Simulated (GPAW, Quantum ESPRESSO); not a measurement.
The C K edge of atom 5 in MgNi3C (Pm-3m), with 6 Ni at 1.90 Å (octahedral, site symmetry m-3m), was computed in 2 ways: excited-electron core hole (neutral cell) and no core hole. Program and functional: Quantum ESPRESSO XSpectra, LDA, Lorentzian half width 0.3 eV up to 4 eV, rising linearly to 2.5 eV at 25 eV; cells of 5 and 10 atoms (the run without a hole in the smaller).

Each run is counted from its own lowest empty level or Fermi level and scaled to a mean of 1 over its first 20 eV.

```
E (eV)  run 1  run 2
  -2.0   0.05   0.06
  -1.5   0.07   0.09
  -1.0   0.11   0.14
  -0.5   0.21   0.29
   0.0   0.66   1.02
   0.5   1.18   1.52
   1.0   1.11   0.80
   1.5   0.61   0.69
   2.0   0.55   1.07
   2.5   0.68   1.59
   3.0   1.00   1.70
   3.5   1.50   2.15
   4.0   1.87   2.33
   4.5   1.94   1.68
   5.0   1.42   1.29
   5.5   1.36   1.15
   6.0   1.22   1.14
   6.5   1.29   1.36
   7.0   1.55   1.42
   7.5   1.63   1.28
   8.0   1.58   1.07
   8.5   1.43   0.80
   9.0   1.12   0.58
   9.5   0.83   0.47
  10.0   0.64   0.43
  10.5   0.55   0.42
  11.0   0.49   0.42
  11.5   0.47   0.43
  12.0   0.46   0.46
  12.5   0.47   0.51
  13.0   0.49   0.57
  13.5   0.53   0.64
  14.0   0.58   0.73
  14.5   0.65   0.83
  15.0   0.74   0.94
  15.5   0.85   1.04
  16.0   0.96   1.10
  16.5   1.06   1.12
  17.0   1.13   1.07
  17.5   1.15   0.99
  18.0   1.12   0.89
  18.5   1.06   0.82
  19.0   0.99   0.78
  19.5   0.94   0.76
  20.0   0.91   0.75
  20.5   0.89   0.74
  21.0   0.88   0.73
  21.5   0.87   0.71
  22.0   0.86   0.68
  22.5   0.84   0.65
  23.0   0.81   0.63
  23.5   0.78   0.61
  24.0   0.76   0.59
  24.5   0.74   0.58
  25.0   0.72   0.57
  25.5   0.71   0.56
  26.0   0.69   0.55
  26.5   0.68   0.53
  27.0   0.66   0.51
  27.5   0.63   0.49
  28.0   0.61   0.47
  28.5   0.59   0.45
  29.0   0.56   0.43
  29.5   0.54   0.41
  30.0   0.51   0.40
  30.5   0.49   0.39
  31.0   0.48   0.39
  31.5   0.47   0.39
  32.0   0.47   0.39
```

Question: Which run is which?

Run 1: no core hole (area from −2 to 6 eV 7.4, main maxima 0.7 eV (1.23), 4.4 eV (2.02), 7.5 eV (1.63) and 17.4 eV (1.15)). Run 2: excited-electron core hole (neutral cell) (area from −2 to 6 eV 9.0, main maxima 0.4 eV (1.61), 2.5 eV (1.62), 3.9 eV (2.39) and 6.8 eV (1.44)). With each curve scaled to its own mean, the area from −2 to 6 eV with the hole is 9.0 against 7.4, and the centre of weight from −1 to 20 eV moves by -0.6 eV: the hole pulls the absorber's empty states down.

[Banner, clock and machine lines of the logs are left out without a mark of their own.]

[Logs are printed without paths, hosts, clocks, repeated set-up lines and the standing remarks that a program may print on its own settings, such as how far it seeks lower states.]

[Hosts, paths, dates, database ids (printed as entryN), source tags and the programs' standing remarks are cut or masked in the printed files.]

[Lists of maxima count a maximum above −3 eV only where it reaches 4 % of the highest in the window and stands out from its surroundings by 2 % of it (1.5 % where it reaches 55 %); shoulders and weaker maxima are passed over, and of the rest the first, up to two pre-edge ones and the few strongest are named.]
